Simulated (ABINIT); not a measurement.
**BaH2 (P6_3/mmc): G0W0 in ABINIT against the wavefunction cutoff in GW**

Wanted: the cheapest wavefunction cutoff in GW that holds the gap of BaH2 (P6_3/mmc).

Program: ABINIT 10.8.3. Level of theory: PBEsol and many-body steps on it, plane waves. Results are calculated unless marked as measured.

Most raw output is cut from this account.

**1. Set-up**

The structure is hexagonal, space group P6_3/mmc (No. 194). The conventional cell has a = 4.462 Å, b = 4.462 Å, c = 6.055 Å, α = 90.00°, β = 90.00°, γ = 120.00°. Nearest to Ba lie 11 H at 2.58 to 3.03 Å. Nearest to H lie 5 Ba at 2.58 to 3.03 Å and 6 H at 2.99 Å. H has 6 Ba at 2.99 Å and 8 H at 2.99 to 3.03 Å nearest. Farther neighbours are not listed.

The cell and positions are those that the Materials Project relaxed with its own functionals (PBE, PBE+U or r2SCAN), kept fixed. Spin-orbit coupling is left out unless a step names it.

**2. Screening, 3×3×2 mesh, 133 bands, screening to 130.6 eV**

This step: ABINIT 10.8.3; RPA screening on PBEsol, plane waves, norm-conserving pseudopotentials.

The RPA dielectric matrix is built and inverted for each q.

run.abi

```
acell 3*1.0 Angstrom
rprim 
  4.462025052349 0.000000000014 0.000000000000
  -2.231012526186 3.864227047650 0.000000000000
  0.000000000000 0.000000000000 6.055292590000
ntypat 2
znucl 56 1
natom 6
typat 1 1 2 2 2 2
xred 
  0.666666666667 0.333333333333 0.750000000000
  0.333333333333 0.666666666667 0.250000000000
  0.333333333333 0.666666666667 0.750000000000
  0.666666666667 0.333333333333 0.250000000000
  0.000000000000 0.000000000000 0.500000000000
  0.000000000000 0.000000000000 0.000000000000
pp_dirpath "pseudos"
pseudos "Ba.upf, H.upf"
ecut 32
ngkpt 3 3 2
nshiftk 1
shiftk 0 0 0
kptopt 1
chksymbreak 0
istwfk *1
occopt 1
irdwfk 1
optdriver 3
nband 133
ecuteps 4.8
inclvkb 2
awtr 1
symchi 1
ecutwfn 9.6
indata_prefix "in"
outdata_prefix "out"
tmpdata_prefix "tmp"
```

On the command line:

```console
$ OMP_NUM_THREADS=1 mpirun -n 4 abinit run.abi > log
```

It took 14 s on 4 MPI ranks of Intel Xeon Platinum 8259CL at 2.50GHz (Skylake/Cascade Lake), shared host; peak memory 0.52 GiB.

This step gave:

```yaml
eps_infinity_with_local_fields_on_this_mesh_along_the_program_s_q_direction: 5.836
the_same_without_local_fields: 6.497
plasma_frequency: 17.80 eV
plane_waves_in_the_screening_matrix: 329
```

Local fields lower ε∞ by 10 %. On a Γ-centred mesh this coarse the value itself is usually too large, while a short band sum pulls it down.

**3. 9.6 Ha**

This step: G0W0 on PBEsol, plane waves, norm-conserving pseudopotentials.

Changes to run.abi since step 2:

```diff
@@ -27,8 +27,17 @@
 irdwfk 1
-optdriver 3
+optdriver 4
 nband 133
+gwcalctyp 0
+ecutsigx 9.6
+symsigma 1
+nkptgw 2
+kptgw 
+  0.0000000000 0.0000000000 0.0000000000
+  0.3333333333 0.3333333333 0.5000000000
+bdgw 
+  11 14
+  11 14
 ecuteps 4.8
-inclvkb 2
-awtr 1
-symchi 1
+irdscr 1
+ppmodel 1
 ecutwfn 9.6
```

The job ended after 15 s (4 MPI ranks; peak memory 0.61 GiB).

This step gave:

```
G0W0 gap on the points computed              : 2.997 eV
starting gap on the mesh                     : 1.473 eV
k of the valence top                         : 0, 0, 0
k of the conduction bottom                   : 0.3333, 0.3333, 0.5
Z at the valence top                         : 0.776
Z at the conduction bottom                   : 0.814
least direct G0W0 gap on the computed points : 4.303 eV
```

**4. Screening, 3×3×2 mesh, 133 bands, screening to 130.6 eV**

This step: RPA screening on PBEsol, plane waves, norm-conserving pseudopotentials.

Changes to run.abi since step 3:

```diff
@@ -27,18 +27,9 @@
 irdwfk 1
-optdriver 4
+optdriver 3
 nband 133
-gwcalctyp 0
-ecutsigx 9.6
-symsigma 1
-nkptgw 2
-kptgw 
-  0.0000000000 0.0000000000 0.0000000000
-  0.3333333333 0.3333333333 0.5000000000
-bdgw 
-  11 14
-  11 14
 ecuteps 4.8
-irdscr 1
-ppmodel 1
-ecutwfn 9.6
+inclvkb 2
+awtr 1
+symchi 1
+ecutwfn 16
 indata_prefix "in"
```

It took 23 s on 4 MPI ranks; peak memory 0.69 GiB; 92 s of CPU time.

Numbers from this step:

- ε∞ with local fields, on this mesh, along the program's q direction: 5.841
- the same without local fields: 6.504
- plasma frequency: 17.80 eV
- plane waves in the screening matrix: 329

**5. 16 Ha**

The self-energy is evaluated for the states that the input lists, and the levels follow from it, in one-shot runs by the linearised quasiparticle equation.

This step: G0W0 on PBEsol, plane waves, norm-conserving pseudopotentials.

Changes to run.abi since step 4:

```diff
@@ -27,8 +27,17 @@
 irdwfk 1
-optdriver 3
+optdriver 4
 nband 133
+gwcalctyp 0
+ecutsigx 16
+symsigma 1
+nkptgw 2
+kptgw 
+  0.0000000000 0.0000000000 0.0000000000
+  0.3333333333 0.3333333333 0.5000000000
+bdgw 
+  11 14
+  11 14
 ecuteps 4.8
-inclvkb 2
-awtr 1
-symchi 1
+irdscr 1
+ppmodel 1
 ecutwfn 16
```

It took 16 s on 4 MPI ranks; peak memory 0.73 GiB.

This step gave:

```yaml
g0w0_gap_on_the_points_computed: 2.994 eV
starting_gap_on_the_mesh: 1.473 eV
k_of_the_valence_top: 0, 0, 0
k_of_the_conduction_bottom: 0.3333, 0.3333, 0.5
z_at_the_valence_top: 0.776
z_at_the_conduction_bottom: 0.814
least_direct_g0w0_gap_on_the_computed_points: 4.307 eV
```

The gap on the mesh goes from 1.47 eV to 2.99 eV, a correction of +1.52 eV.

**6. Screening, 3×3×2 mesh, 133 bands, screening to 130.6 eV**

This step: RPA screening on PBEsol, plane waves, norm-conserving pseudopotentials.

Changes to run.abi since step 5:

```diff
@@ -27,18 +27,9 @@
 irdwfk 1
-optdriver 4
+optdriver 3
 nband 133
-gwcalctyp 0
-ecutsigx 16
-symsigma 1
-nkptgw 2
-kptgw 
-  0.0000000000 0.0000000000 0.0000000000
-  0.3333333333 0.3333333333 0.5000000000
-bdgw 
-  11 14
-  11 14
 ecuteps 4.8
-irdscr 1
-ppmodel 1
-ecutwfn 16
+inclvkb 2
+awtr 1
+symchi 1
+ecutwfn 24
 indata_prefix "in"
```

It took 31 s on 4 MPI ranks; peak memory 0.85 GiB.

Numbers from this step:

- ε∞ with local fields, on this mesh, along the program's q direction: 5.840
- the same without local fields: 6.504
- plasma frequency: 17.80 eV
- plane waves in the screening matrix: 329

**7. 24 Ha**

This step: G0W0 on PBEsol, plane waves, norm-conserving pseudopotentials.

Changes to run.abi since step 6:

```diff
@@ -27,8 +27,17 @@
 irdwfk 1
-optdriver 3
+optdriver 4
 nband 133
+gwcalctyp 0
+ecutsigx 24
+symsigma 1
+nkptgw 2
+kptgw 
+  0.0000000000 0.0000000000 0.0000000000
+  0.3333333333 0.3333333333 0.5000000000
+bdgw 
+  11 14
+  11 14
 ecuteps 4.8
-inclvkb 2
-awtr 1
-symchi 1
+irdscr 1
+ppmodel 1
 ecutwfn 24
```

It took 17 s on 4 MPI ranks; peak memory 0.85 GiB; 67 s of CPU time.

Numbers from this step:

```
G0W0 gap on the points computed              : 2.996 eV
starting gap on the mesh                     : 1.473 eV
k of the valence top                         : 0, 0, 0
k of the conduction bottom                   : 0.3333, 0.3333, 0.5
least direct G0W0 gap on the computed points : 4.309 eV
```

Against the run before, the gap moves by +0.002 eV.

**8. Screening, 3×3×2 mesh, 133 bands, screening to 130.6 eV**

This step: RPA screening on PBEsol, plane waves, norm-conserving pseudopotentials.

Changes to run.abi since step 7:

```diff
@@ -27,18 +27,8 @@
 irdwfk 1
-optdriver 4
+optdriver 3
 nband 133
-gwcalctyp 0
-ecutsigx 24
-symsigma 1
-nkptgw 2
-kptgw 
-  0.0000000000 0.0000000000 0.0000000000
-  0.3333333333 0.3333333333 0.5000000000
-bdgw 
-  11 14
-  11 14
 ecuteps 4.8
-irdscr 1
-ppmodel 1
-ecutwfn 24
+inclvkb 2
+awtr 1
+symchi 1
 indata_prefix "in"
```

The job ended after 58 s (4 MPI ranks; peak memory 1.4 GiB; 3.8 min of CPU time).

This step gave:

```
ε∞ with local fields, on this mesh, along the program's q direction : 5.840
the same without local fields                                       : 6.504
plasma frequency                                                    : 17.80 eV
plane waves in the screening matrix                                 : 329
```

**9. 32 Ha**

This step: G0W0 on PBEsol, plane waves, norm-conserving pseudopotentials.

Changes to run.abi since step 8:

```diff
@@ -27,8 +27,17 @@
 irdwfk 1
-optdriver 3
+optdriver 4
 nband 133
+gwcalctyp 0
+ecutsigx 32
+symsigma 1
+nkptgw 2
+kptgw 
+  0.0000000000 0.0000000000 0.0000000000
+  0.3333333333 0.3333333333 0.5000000000
+bdgw 
+  11 14
+  11 14
 ecuteps 4.8
-inclvkb 2
-awtr 1
-symchi 1
+irdscr 1
+ppmodel 1
 indata_prefix "in"
```

Elapsed: 27 s, on 4 MPI ranks; peak memory 1.3 GiB.

Numbers from this step:

* G0W0 gap on the points computed: 2.996 eV
* starting gap on the mesh: 1.473 eV
* k of the valence top: 0, 0, 0
* k of the conduction bottom: 0.3333, 0.3333, 0.5
* least direct G0W0 gap on the computed points: 4.309 eV

Against the run before, the gap moves by +0.000 eV.

**10. The runs together**

Times are wall times on 4 MPI ranks of Intel Xeon Platinum 8259CL at 2.50GHz (Skylake/Cascade Lake), shared host, good to a factor of about two. A run's time includes the screening step that it read.

| run | mesh | bands | screening cutoff (eV) | DFT gap (eV) | gap on the mesh (eV) | direct (eV) | ε∞ used | time |
| --- | --- | --- | --- | --- | --- | --- | --- | --- |
| 9.6 Ha | 3×3×2 | 133 | 130.6 | 1.473 | 2.997 | 4.303 | 5.84 | 29 s |
| 16 Ha | 3×3×2 | 133 | 130.6 | 1.473 | 2.994 | 4.307 | 5.84 | 40 s |
| 24 Ha | 3×3×2 | 133 | 130.6 | 1.473 | 2.996 | 4.309 | 5.84 | 48 s |
| 32 Ha | 3×3×2 | 133 | 130.6 | 1.473 | 2.996 | 4.309 | 5.84 | 85 s |

**11. What came out**

* 9.6 Ha: 2.997 eV
* 16 Ha: 2.994 eV
* 24 Ha: 2.996 eV
* 32 Ha: 2.996 eV
* known limits: not at the basis limit; no spin-orbit coupling; coarse k mesh

The setting moved: wavefunction cutoff in GW. From 9.6 Ha to 32 Ha the gap moves by −0.001 eV, for 3.0 times the time. It holds to 0.03 eV from 9.6 Ha on. Bands and screening cutoff are coupled, so a series along one setting does not show full convergence. The exchange cutoff follows the wavefunction cutoff here. Bands and cutoff are finite, so the gap is not at the basis limit. The miss can reach some tenths of an eV and take either sign; the mesh is an error of its own. In the G0W0 runs levels were corrected at 2 k points alone, so a gap called «on the mesh» is the least over those, and an edge elsewhere would be missed. The 3×3×2 mesh is coarse for this cell, which bears on the long-range parts of exchange and screening. The many-body steps are scalar-relativistic: spin-orbit coupling is not in them.

[Paths, hosts, dates, memory and timing lines, banners, echoed tables and standing remarks are left out of the program output.]

[Logs are printed without paths, hosts, clocks, repeated set-up lines and the standing remarks that a program may print on its own settings, such as how far it seeks lower states.]

[Runs of the session that timed out or met a known fault of the program may be left out.]

[Hosts, paths, dates, database ids (printed as entryN), source tags and the programs' standing remarks are cut or masked in the printed files.]

[G0W0 gaps are taken among the corrected bands and points alone; a level outside them can change the order at an edge.]

[Where Ansatz stands beside ABINIT at settings called matched, ABINIT's density can come from a denser mesh and the files from another edition; pairs whose starting gaps differed by over 0.03 eV were left out, so agreement reads better than it is.]
